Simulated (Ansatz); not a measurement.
An input for Ansatz 0.2.0 (P2Ir (P2_1/c)):

```yaml
crystal:
  lattice:
    - [5.7723350975, 0.0, 0.0]
    - [0.0, 5.80673151, 0.0]
    - [-2.1284997265, 0.0, 5.4731408836]
  atoms:
    - { symbol: P, position: [0.1580067, 0.88188186, 0.87028772] }
    - { symbol: P, position: [0.8419933, 0.38188186, 0.62971228] }
    - { symbol: P, position: [0.8419933, 0.11811814, 0.12971228] }
    - { symbol: P, position: [0.1580067, 0.61811814, 0.37028772] }
    - { symbol: P, position: [0.33432299, 0.37720527, 0.18854639] }
    - { symbol: P, position: [0.66567701, 0.87720527, 0.31145361] }
    - { symbol: P, position: [0.66567701, 0.62279473, 0.81145361] }
    - { symbol: P, position: [0.33432299, 0.12279473, 0.68854639] }
    - { symbol: Ir, position: [0.27186641, 0.49883041, 0.79157869] }
    - { symbol: Ir, position: [0.72813359, 0.99883041, 0.70842131] }
    - { symbol: Ir, position: [0.72813359, 0.50116959, 0.20842131] }
    - { symbol: Ir, position: [0.27186641, 0.00116959, 0.29157869] }
kpoints:
  mp_grid: { grid: [4, 2, 4] }
hamiltonian:
  xc: lda
  pseudopotentials: { kind: paw, source: ansatz }
scf:
  occupations: { method: fixed }
gw:
  n_empty_bands: 391
  ecut_chi: 96
  qp_bands: [v4, c4]
  qp_kpoints: band_edges
  screening: { model: contour_deformation }
```

```sh
ansatz run input.yaml --threads 24 --pin off --max-ram 82944MiB --backend cuda --events-out ev --progress --plain --runs-dir out --devices 1 --max-vram 78GiB
```

Question: Estimate wall time and host memory on 1 × NVIDIA GB200 (shared by 2 runs) with 24 threads of Arm Neoverse V2, shared host.

It took 18 s; on shared hardware allow 9.1 s to 36 s. Peak host memory was 3.2 GiB. The sizes that set the cost: 6449 plane waves a state, 20 irreducible k points, 473 bands summed, 399 plane waves in the screening and 9 SCF cycles.

The screening grows as filled bands × empty bands × pairs of k points, times the square of the screening basis for the matrix.

[Paths, hosts, dates, memory and timing lines, banners, echoed tables and standing remarks are left out of the program output.]

[Logs are printed without paths, hosts, clocks, repeated set-up lines and the standing remarks that a program may print on its own settings, such as how far it seeks lower states.]

[Runs of the session that timed out or met a known fault of the program may be left out.]

[Cells called generated may have been cut or substituted from an entry of the Crystallography Open Database or the Materials Project.]

[Hosts, paths, dates, database ids (printed as entryN), source tags and the programs' standing remarks are cut or masked in the printed files.]
